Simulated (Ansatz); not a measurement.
# BaTiO3 (R3m): converging the G0W0 gap

Aim: see how the G0W0 gap of BaTiO3 (R3m) on r2SCAN moves with empty bands and screening cutoff, and what each rung costs.

Method: G0W0 on r2SCAN, plane waves, PAW, in Ansatz 0.2.0.

**1. The structure**

Symmetry: R3m, No. 160, trigonal system. Conventional cell: a = 5.655 Å, b = 5.655 Å, c = 6.955 Å, α = 90.00°, β = 90.00°, γ = 120.00°. Nearest to Ba lie 12 O at 2.79 to 2.89 Å. Nearest to Ti lie 6 O at 1.87 to 2.14 Å. O has 2 Ti at 1.87 to 2.14 Å and 4 Ba at 2.79 to 2.89 Å nearest. Farther neighbours and most contacts between anions are not listed.

The cell and positions come from the Crystallography Open Database and are kept as given unless a step says otherwise. Spin-orbit coupling is left out unless a step names it. The default PAW set here is soft_2. Its files were made with PBE.

**2. 83 empty bands, screening to 69 eV**

Now the one-shot GW correction: screening in the RPA, then the self-energy of the levels asked for.

Input file input.yaml:

```yaml
crystal:
  lattice:
    - [2.8273666084, 1.6323808724, 2.3183934932]
    - [-2.8273666084, 1.6323808724, 2.3183934932]
    - [0.0, -3.2647617449, 2.3183934932]
  atoms:
    - { symbol: Ba, position: [0.0, 0.0, 0.0] }
    - { symbol: Ti, position: [0.4845, 0.4845, 0.4845] }
    - { symbol: O, position: [0.5086, 0.5086, 0.0175] }
    - { symbol: O, position: [0.0175, 0.5086, 0.5086] }
    - { symbol: O, position: [0.5086, 0.0175, 0.5086] }
kpoints:
  mp_grid: { grid: [4, 4, 4] }
hamiltonian:
  xc: r2scan
scf:
  occupations: { method: fixed }
gw:
  n_empty_bands: 83
  ecut_chi: 69
  qp_bands: [v2, c2]
  qp_kpoints: band_edges
  screening: { model: contour_deformation }
```

Started as:

```console
ansatz run input.yaml --threads 3 --pin off --max-ram 92160MiB --backend cuda --events-out ev --progress --plain --runs-dir out --devices 1 --max-vram 13GiB  # rebuilt from the run's record
```

Numbers of over 12 decimals in the logs are rounded to 6 here.

The log of the run:

```text
GPUs: using 1 of 1 available (devices: 1).
Engine: ansatz 0.2.0, x86_64-unknown-linux-gnu
Pseudopotentials: kind: paw
Pseudopotential: Ba, paw, valence charge 10, recommended cutoff 500 eV (meta_gga), Ba.paw.azcp
Pseudopotential: Ti, paw, valence charge 12, recommended cutoff 500 eV (meta_gga), Ti.paw.azcp
Pseudopotential: O, paw, valence charge 6, recommended cutoff 500 eV (meta_gga), O.paw.azcp
Functional definition: r2SCAN
  parameter k0 = 0.174
  parameter k1 = 0.065
  parameter a1 = 4.9479
  exchange = r2scan_x(k0 = k0, k1 = k1, a1 = a1)
  correlation = r2scan_c
device memory: the entry about to start is reckoned to put 0.9 GiB on a device that reports 51.2 GiB free (of which the cap on the GPU budget leaves the run 13.0 GiB)
GPU FFT provider: cuFFT
GPU libraries: cuBLAS 13.8.2, cuFFT 12.4.0, cuSOLVER 12.3.4
Crystal: 5 atoms, lattice volume = 64.201 Å³
Basis set: ecut = 500 eV, 1647 PW (Γ), exchange–correlation on 120×120×120 points (64 copies of the dense FFT grid, shifted against one another)
Bands: 25, of which v1, the nominal top of the filled ones, is band 20 counted from 1 (19 counted from 0)
Symmetry: 6 space group operations
Space group: R3m (ITA 160), of the structure as read, at distance tolerance 4.0e-5 Å
k-points: 13 of 64 (time reversal used)
Non-local potential: Ba, projectors of the file, l = 0: 3, l = 1: 2, l = 2: 2, l = 3: 2
Non-local potential: Ti, projectors of the file, l = 0: 3, l = 1: 2, l = 2: 3, l = 3: 1
Non-local potential: O, projectors of the file, l = 0: 2, l = 1: 2, l = 2: 1
PAW form: soft (Blöchl's): semilocal exchange-correlation on the pseudo side does not see the compensation charge
PAW frozen core: Ba, regenerated for the run's functional (the file was generated under x = pbe(κ = 0.804, μ = 0.219515), c = pbe(β = 0.066725))
PAW frozen core: Ti, regenerated for the run's functional (the file was generated under x = pbe(κ = 0.804, μ = 0.219515), c = pbe(β = 0.066725))
PAW frozen core: O, regenerated for the run's functional (the file was generated under x = pbe(κ = 0.804, μ = 0.219515), c = pbe(β = 0.066725))
PAW one-centre angular grid: Ba, 302 points (default); XC on 160 Gauss nodes
PAW one-centre angular grid: Ti, 590 points (default); XC on 160 Gauss nodes
PAW one-centre angular grid: O, 302 points (default); XC on 160 Gauss nodes
Initial density: superposition of atomic densities (neutral atoms: chi_scale 0, normalization atom), corrected by the library's trained network
Initial wavefunctions: pseudopotential atomic-orbital guess
GPU buffer pool allocated for 27000 grid points (all kernels)
GPU transforms: local potential and band sums: pruned to the plane-wave sphere, on 30×30×30
Functional: x = r2scan, c = r2scan; τ floored in thin density (d = 2e-4 eV/Å³)
SCF iter   1: F=—  HF=-10183.725294 eV  |F-HF|=—  |Δ(HF+E_count)|=         —  Δρ=2.09e-2  dr2=3.52e-1  dr2_τ=2.49e-1  ethr=1.77e-3  ⟨swp⟩=4.8  Hψ=1398  notcnv=0  defer=24
preconditioner: auto → Resta (q_TF=auto, 2.521 Å⁻¹)  ε∞=4.9  [insulator: Δε(μ)=3.257 eV  Ē_g=13.214 eV  n_scr=18 (ndim 8)  ℏωp=26.2 eV  f_vac=0.000  ε∞_Penn≈4.9]
SCF iter   2: F=—  HF=-10183.834614 eV  |F-HF|=—  |Δ(HF+E_count)|=   1.09e-1  Δρ=1.08e-2  dr2=4.52e-2  dr2_τ=1.90e-2  ethr=8.80e-4  ⟨swp⟩=3.4  Hψ=724  notcnv=0  defer=20
SCF iter   3: F=—  HF=-10183.828582 eV  |F-HF|=—  |Δ(HF+E_count)|=   6.03e-3  Δρ=3.58e-3  dr2=5.50e-3  dr2_τ=4.10e-4  ethr=1.13e-4  ⟨swp⟩=2.6  Hψ=478  notcnv=0  defer=30
SCF iter   4: F=—  HF=-10183.827854 eV  |F-HF|=—  |Δ(HF+E_count)|=   7.28e-4  Δρ=1.45e-3  dr2=9.55e-4  dr2_τ=1.52e-4  ethr=1.38e-5  ⟨swp⟩=2.3  Hψ=552  notcnv=0  defer=37
SCF iter   5: F=—  HF=-10183.827717 eV  |F-HF|=—  |Δ(HF+E_count)|=   1.37e-4  Δρ=3.22e-4  dr2=5.13e-5  dr2_τ=4.08e-6  ethr=2.39e-6  ⟨swp⟩=2.1  Hψ=462  notcnv=0  defer=37
SCF iter   6: F=—  HF=-10183.827721 eV  |F-HF|=—  |Δ(HF+E_count)|=   4.42e-6  Δρ=8.00e-5  dr2=4.91e-6  dr2_τ=2.84e-7  ethr=1.28e-7  ⟨swp⟩=2.4  Hψ=499  notcnv=0  defer=13
SCF iter   7: F=-10183.827721 eV  HF=-10183.827721 eV  |F-HF|=8.44e-9  |Δ(HF+E_count)|=   4.10e-7  Δρ=8.04e-6  dr2=2.62e-8  dr2_τ=3.81e-9  ethr=2.50e-10  ⟨swp⟩=7.2  Hψ=1617  notcnv=0
SCF 1 converged in 7 iterations: F = -10183.827721 eV  dr2 = 2.62e-8
  greatest PAW one-centre occupation: 0.999 electrons in one spin orbital (limit 2), on the Ti atom at site 1 (counted from 0), in its partial waves of l = 1
device memory: the entry about to start is reckoned to put 1.0 GiB on a device that reports 51.2 GiB free (of which the cap on the GPU budget leaves the run 13.0 GiB)
NSCF: frozen V_eff on 13 k-points, pencils in batches of 32, up to order 100
the band table was solved once the SCF had ended and its energy, with any forces and stress, was formed, with the checks that follow a solve (1395 applications of the Hamiltonian). They found nothing against the state; the energy, forces and stress were not computed again (output.eigenvalues in the input reference)
device memory: the entry about to start is reckoned to put 2.4 GiB on a device that reports 51.1 GiB free (of which the cap on the GPU budget leaves the run 13.0 GiB)
NSCF: frozen V_eff on 13 k-points
G₀W₀ screening: q 1/13
[... further progress lines ...]
device memory: the entry about to start is reckoned to put 0.5 GiB on a device that reports 53.2 GiB free (of which the cap on the GPU budget leaves the run 13.0 GiB)
NSCF: frozen V_eff on 1 k-points
device memory: the entry about to start is reckoned to put 0.5 GiB on a device that reports 53.2 GiB free (of which the cap on the GPU budget leaves the run 13.0 GiB)
NSCF: frozen V_eff on 1 k-points
device memory: the entry about to start is reckoned to put 0.5 GiB on a device that reports 53.2 GiB free (of which the cap on the GPU budget leaves the run 13.0 GiB)
NSCF: frozen V_eff on 1 k-points
SCF converged after 7 iterations
Free energy (F): -10183.827721 eV
Harris-Foulkes:  -10183.827721 eV  (|F-HF|=8.44e-9)
Internal energy: -10183.827721 eV  (E = F + TS)
E sigma→0 (E₀):  -10183.827721 eV
Fermi energy:    9.917450 eV
--- Per-component energies (eV) ---
  E_band       = -173.580595
  E_kinetic    = 975.426620
  E_local      = -2117.745663  (includes V_loc(G=0)·N_el)
  E_nonlocal   = 199.873233
  E_hartree    = 829.173964
  E_xc         = -475.632485
  E_vxc        = -604.748218  (∫ρ·V_xc dr)
  E_paw        = -6785.433909  (= ΣΔE_a)
  E_vpaw       = -321.556852  (= ΣTr[D̂ρ^β])
  E_aug_tail   = 0.003067  (compensation charges beyond the density's cutoff)
  E_vtau       = 36.820934  (kinetic-family band-sum trace: ∫τ·v_τ [+ j·A + Jᵃ·Aᵃ] dr)
  E_ewald      = -2809.213684
  E_core_change = -0.278864  (= ΣΔE_core)
  E_smearing   = -0.000000  (= −TS)
  E_closure    = -0.000000  (closes the sum)
  Σ components = -10183.827721   (vs F -10183.827721, Δ=0.00e0)
--- Band table (eV; the first three rows and the last of 13) ---
  k-point 0: bands = [... 16 lower, 8.8042, 9.4350, 9.5490, 9.5490, 12.7147, 12.7147, 12.8515, 14.7904, ... 1 higher]
  k-point 1: bands = [... 16 lower, 8.5019, 8.7202, 9.2895, 9.3088, 12.7962, 13.3851, 13.4741, 14.7829, ... 1 higher]
  k-point 2: bands = [... 16 lower, 8.2694, 8.3293, 8.9788, 9.0922, 12.8595, 14.0931, 14.1933, 14.7548, ... 1 higher]
  k-point 12: bands = [... 16 lower, 7.6166, 9.9033, 9.9033, 9.9174, 14.6501, 14.8061, 14.8061, 17.2667, ... 1 higher]
--- G₀W₀: contour deformation, 6 samples at zero and on the imaginary axis and 1 off it, 64 q-points, 83 empty bands' worth ---
  eigenvalues of the whole cell's RPA ε∞ on this k-mesh (on a slab, of 1 + 4πα/V) = 4.7943, 5.2005, 5.2005; static W/v taken at q = 0 is 0.197604
  gw.qp_kpoints: band_edges: 11 of 13 stored k-points solved, in 1 pass; an edge of the gap read off the rows below is read off those points alone
    valence top: of the k-points left out ik 9 came nearest to being solved in a further pass, in band 19 (counted from 1, as in the quasiparticle table): it holds the edge there only if its correction is more favourable than any solved in that band by at least 0.612 eV; those differ by 0.158 eV
    conduction bottom: of the k-points left out ik 9 came nearest to being solved in a further pass, in band 21 (counted from 1, as in the quasiparticle table): it holds the edge there only if its correction is more favourable than any solved in that band by at least 0.933 eV; those differ by 0.152 eV
    ik  band        ε_KS         Σx   Σc(E_QP)       V_xc       Z   E_QP_lin       E_QP  E_QP is
     0    19      9.5490   -25.9150     4.4623   -21.6810  0.7497     9.7764     9.7772  root
     0    20      9.5490   -25.9150     4.4623   -21.6810  0.7497     9.7764     9.7772  root
     0    21     12.7147   -12.9312    -5.7132   -20.1616  0.7545    14.2710    14.2319  root
     0    22     12.7147   -12.9312    -5.7132   -20.1616  0.7545    14.2710    14.2319  root
     1    19      9.2895   -25.4164     4.3789   -21.2214  0.7475     9.4729     9.4734  root
     1    20      9.3088   -25.8606     4.5552   -21.5090  0.7475     9.5117     9.5124  root
     1    21     12.7962   -13.1226    -5.7601   -20.4154  0.7521    14.3699    14.3289  root
     1    22     13.3851   -13.8425    -5.9724   -21.4142  0.7393    15.0359    14.9844  root
     2    19      8.9788   -25.4729     4.4852   -21.1482  0.7449     9.1389     9.1393  root
     2    20      9.0922   -25.9481     4.6968   -21.4333  0.7458     9.2736     9.2741  root
     2    21     12.8595   -13.2148    -5.8907   -20.6640  0.7492    14.4618    14.4180  root
     2    22     14.0931   -14.4947    -6.4196   -22.5781  0.7201    15.8279    15.7569  root
     3    19      9.0238   -25.3988     4.5257   -21.0198  0.7462     9.1701     9.1705  root
     3    20      9.4312   -25.5845     4.7463   -20.9757  0.7436     9.5684     9.5687  root
     3    21     13.3866   -13.7121    -6.0694   -21.3798  0.7396    15.0368    14.9849  root
     3    22     13.5134   -14.0475    -6.0283   -21.7016  0.7358    15.1946    15.1392  root
     4    19      8.9221   -25.2662     4.7469   -20.6210  0.7413     9.0237     9.0239  root
     4    20      9.4462   -25.3534     4.8049   -20.6705  0.7411     9.5678     9.5681  root
     4    21     13.4721   -13.9029    -6.1121   -21.6367  0.7367    15.1486    15.0938  root
     4    22     14.1406   -14.4003    -6.5214   -22.5861  0.7190    15.8771    15.8051  root
     5    19      9.0542   -25.4468     4.5585   -21.0350  0.7463     9.2005     9.2009  root
     5    20      9.4562   -25.5410     4.7201   -20.9671  0.7434     9.6020     9.6023  root
     5    21     13.3099   -13.6687    -6.0023   -21.2642  0.7420    14.9530    14.9031  root
     5    22     13.5317   -13.9073    -6.1075   -21.6308  0.7353    15.2031    15.1477  root
[...]
11    19      9.3577   -25.2311     4.8433   -20.4865  0.7404     9.4562     9.4565  root
    11    20      9.4213   -25.2212     4.8184   -20.5310  0.7400     9.5492     9.5495  root
    11    21     13.8401   -14.1462    -6.2986   -22.0849  0.7292    15.5423    15.4802  root
    11    22     14.2814   -14.1301    -6.6576   -22.4405  0.7176    16.0076    15.9342  root
    12    19      9.9033   -25.8945     4.8730   -21.2240  0.7436    10.1051    10.1058  root
    12    20      9.9174   -25.9199     4.8838   -21.2390  0.7436    10.1196    10.1203  root
    12    21     14.6501   -14.5100    -6.9526   -23.1315  0.7051    16.4058    16.3190  root
    12    22     14.8061   -14.5936    -7.0200   -23.2968  0.7025    16.5796    16.4893  root
```

The job ended after 14 s (1 × NVIDIA H100 80GB HBM3 (shared by 6 runs) with 3 threads of AMD EPYC 7R13 (Zen 3), shared host; peak memory 1.2 GiB).

This step gave:

```
bands summed                                 : 103
RPA ε∞ on this mesh (eigenvalues)            : 4.794, 5.200, 5.200
plane waves in the screening matrix          : 81
q-points in the mesh                         : 64
G0W0 gap on the mesh                         : 4.112 eV
k of the valence top                         : -0.5, -0.5, -0.5
k of the conduction bottom                   : 0, 0, 0
starting gap on the mesh                     : 2.797 eV
Z at the valence top                         : 0.7436
Z at the conduction bottom                   : 0.7545
least direct G0W0 gap on the computed points : 4.455 eV
```

The gap on the mesh goes from 2.80 eV to 4.11 eV, a correction of +1.31 eV. Between the two edge states, bare exchange in place of the xc potential would open the gap by 11.91 eV, and correlation takes back 10.60 eV.

**3. 236 empty bands, screening to 138 eV**

Bands and screening cutoff are moved together, since each hides the error of the other.

Edit input.yaml of step 2 so:

```diff
@@ -18,4 +18,4 @@
 gw:
-  n_empty_bands: 83
-  ecut_chi: 69
+  n_empty_bands: 236
+  ecut_chi: 138
   qp_bands: [v2, c2]
```

The log of the run:

```text
GPUs: using 1 of 1 available (devices: 1).
[...]
GPU FFT provider: cuFFT
GPU libraries: cuBLAS 13.8.2, cuFFT 12.4.0, cuSOLVER 12.3.4
Crystal: 5 atoms, lattice volume = 64.201 Å³
Basis set: ecut = 500 eV, 1647 PW (Γ), exchange–correlation on 120×120×120 points (64 copies of the dense FFT grid, shifted against one another)
Bands: 25, of which v1, the nominal top of the filled ones, is band 20 counted from 1 (19 counted from 0)
Symmetry: 6 space group operations
[...]
k-points: 13 of 64 (time reversal used)
[...]
GPU buffer pool allocated for 27000 grid points (all kernels)
[...]
SCF iter   1: F=—  HF=-10183.725294 eV  |F-HF|=—  |Δ(HF+E_count)|=         —  Δρ=2.09e-2  dr2=3.52e-1  dr2_τ=2.49e-1  ethr=1.77e-3  ⟨swp⟩=4.8  Hψ=1398  notcnv=0  defer=24
[...]
SCF iter   7: F=-10183.827721 eV  HF=-10183.827721 eV  |F-HF|=8.44e-9  |Δ(HF+E_count)|=   4.10e-7  Δρ=8.04e-6  dr2=2.62e-8  dr2_τ=3.81e-9  ethr=2.50e-10  ⟨swp⟩=7.2  Hψ=1617  notcnv=0
SCF 1 converged in 7 iterations: F = -10183.827721 eV  dr2 = 2.62e-8
[...]
NSCF: frozen V_eff on 13 k-points, pencils in batches of 32, up to order 100
[...]
NSCF: frozen V_eff on 13 k-points
G₀W₀ screening: q 1/13
[... further progress lines ...]
[...]
SCF converged after 7 iterations
Free energy (F): -10183.827721 eV
[...]
Internal energy: -10183.827721 eV  (E = F + TS)
E sigma→0 (E₀):  -10183.827721 eV
Fermi energy:    9.917450 eV
[...]
--- Band table (eV; the first three rows and the last of 13) ---
  k-point 0: bands = [... 16 lower, 8.8042, 9.4350, 9.5490, 9.5490, 12.7147, 12.7147, 12.8515, 14.7904, ... 1 higher]
  k-point 1: bands = [... 16 lower, 8.5019, 8.7202, 9.2895, 9.3088, 12.7962, 13.3851, 13.4741, 14.7829, ... 1 higher]
  k-point 2: bands = [... 16 lower, 8.2694, 8.3293, 8.9788, 9.0922, 12.8595, 14.0931, 14.1933, 14.7548, ... 1 higher]
  k-point 12: bands = [... 16 lower, 7.6166, 9.9033, 9.9033, 9.9174, 14.6501, 14.8061, 14.8061, 17.2667, ... 1 higher]
[...]
bands read: the sum over 256 bands ends inside a degenerate multiplet in 1 slot, whose members it reads at an even weight; the widest, k=7: bands 256 to 257 (counted from 1) at 1/2 each
[...]
0    19      9.5490   -25.9150     4.1002   -21.6810  0.7433     9.4149     9.4151  root
     0    20      9.5490   -25.9150     4.1002   -21.6810  0.7433     9.4149     9.4151  root
     0    21     12.7147   -12.9312    -6.1246   -20.1616  0.7497    13.8402    13.8205  root
     0    22     12.7147   -12.9312    -6.1246   -20.1616  0.7497    13.8402    13.8205  root
     1    19      9.2895   -25.4164     4.0318   -21.2214  0.7413     9.1258     9.1263  root
     1    20      9.3088   -25.8606     4.2019   -21.5090  0.7413     9.1587     9.1590  root
     1    21     12.7962   -13.1226    -6.1747   -20.4154  0.7472    13.9349    13.9142  root
     1    22     13.3851   -13.8425    -6.3990   -21.4142  0.7339    14.5839    14.5578  root
[...]
12    19      9.9033   -25.8945     4.5417   -21.2240  0.7364     9.7743     9.7745  root
    12    20      9.9174   -25.9199     4.5526   -21.2390  0.7365     9.7888     9.7890  root
    12    21     14.6501   -14.5100    -7.3970   -23.1315  0.6986    15.9181    15.8746  root
    12    22     14.8061   -14.5936    -7.4706   -23.2968  0.6960    16.0845    16.0387  root
```

It took 14 s on 1 × NVIDIA H100 80GB HBM3 (shared by 6 runs) with 3 threads; peak memory 1.4 GiB.

This step gave:

- bands summed: 256
- RPA ε∞ on this mesh (eigenvalues): 4.740, 5.134, 5.134
- plane waves in the screening matrix: 251
- q-points in the mesh: 64
- G0W0 gap on the mesh: 4.031 eV
- k of the valence top: -0.5, -0.5, -0.5
- k of the conduction bottom: 0, 0, 0
- starting gap on the mesh: 2.797 eV
- Z at the valence top: 0.7365
- Z at the conduction bottom: 0.7497
- least direct G0W0 gap on the computed points: 4.405 eV

Against the run with 4×4×4 mesh, 83 empty bands, screening to 69 eV, the gap moves by −0.08 eV.

**4. 508 empty bands, screening to 230 eV**

Edit input.yaml of step 3 so:

```diff
@@ -18,4 +18,4 @@
 gw:
-  n_empty_bands: 236
-  ecut_chi: 138
+  n_empty_bands: 508
+  ecut_chi: 230.0
   qp_bands: [v2, c2]
```

The log of the run:

```text
GPUs: using 1 of 1 available (devices: 1).
[...]
GPU FFT provider: cuFFT
GPU libraries: cuBLAS 13.8.2, cuFFT 12.4.0, cuSOLVER 12.3.4
Crystal: 5 atoms, lattice volume = 64.201 Å³
Basis set: ecut = 500 eV, 1647 PW (Γ), exchange–correlation on 120×120×120 points (64 copies of the dense FFT grid, shifted against one another)
Bands: 25, of which v1, the nominal top of the filled ones, is band 20 counted from 1 (19 counted from 0)
[...]
1    22     13.3851   -13.8425    -6.5886   -21.4142  0.7310    14.3861    14.3682  root
[...]
12    19      9.9033   -25.8945     4.3126   -21.2240  0.7325     9.5432     9.5454  root
    12    20      9.9174   -25.9199     4.3227   -21.2390  0.7326     9.5570     9.5592  root
    12    21     14.6501   -14.5100    -7.6004   -23.1315  0.6951    15.7005    15.6712  root
    12    22     14.8061   -14.5936    -7.6762   -23.2968  0.6924    15.8636    15.8331  root
[key lines of the parts left out:]
SCF converged after 7 iterations
Free energy (F): -10183.827721 eV
Fermi energy:    9.917450 eV
```

Run time: 45 s. Hardware: 1 × NVIDIA H100 80GB HBM3 (shared by 6 runs) with 3 threads; peak memory 1.9 GiB; 90 s of CPU time.

Numbers from this step:

```yaml
bands_summed: 528
rpa_eps_infinity_on_this_mesh_eigenvalues: 4.731, 5.123, 5.123
plane_waves_in_the_screening_matrix: 485
g0w0_gap_on_the_mesh: 4.087 eV
k_of_the_valence_top: -0.5, -0.5, -0.5
k_of_the_conduction_bottom: 0, 0, 0
starting_gap_on_the_mesh: 2.797 eV
least_direct_g0w0_gap_on_the_computed_points: 4.470 eV
```

Against the run with 4×4×4 mesh, 236 empty bands, screening to 138 eV, the gap moves by +0.06 eV.

(Part 1 of 2 ends here.)

[Paths, hosts, dates, memory and timing lines, banners, echoed tables and standing remarks are left out of the program output.]

[Logs are printed without paths, hosts, clocks, repeated set-up lines and the standing remarks that a program may print on its own settings, such as how far it seeks lower states.]

[Runs of the session that timed out or met a known fault of the program may be left out.]

[Cells called generated may have been cut or substituted from an entry of the Crystallography Open Database or the Materials Project.]

[Hosts, paths, dates, database ids (printed as entryN), source tags and the programs' standing remarks are cut or masked in the printed files.]
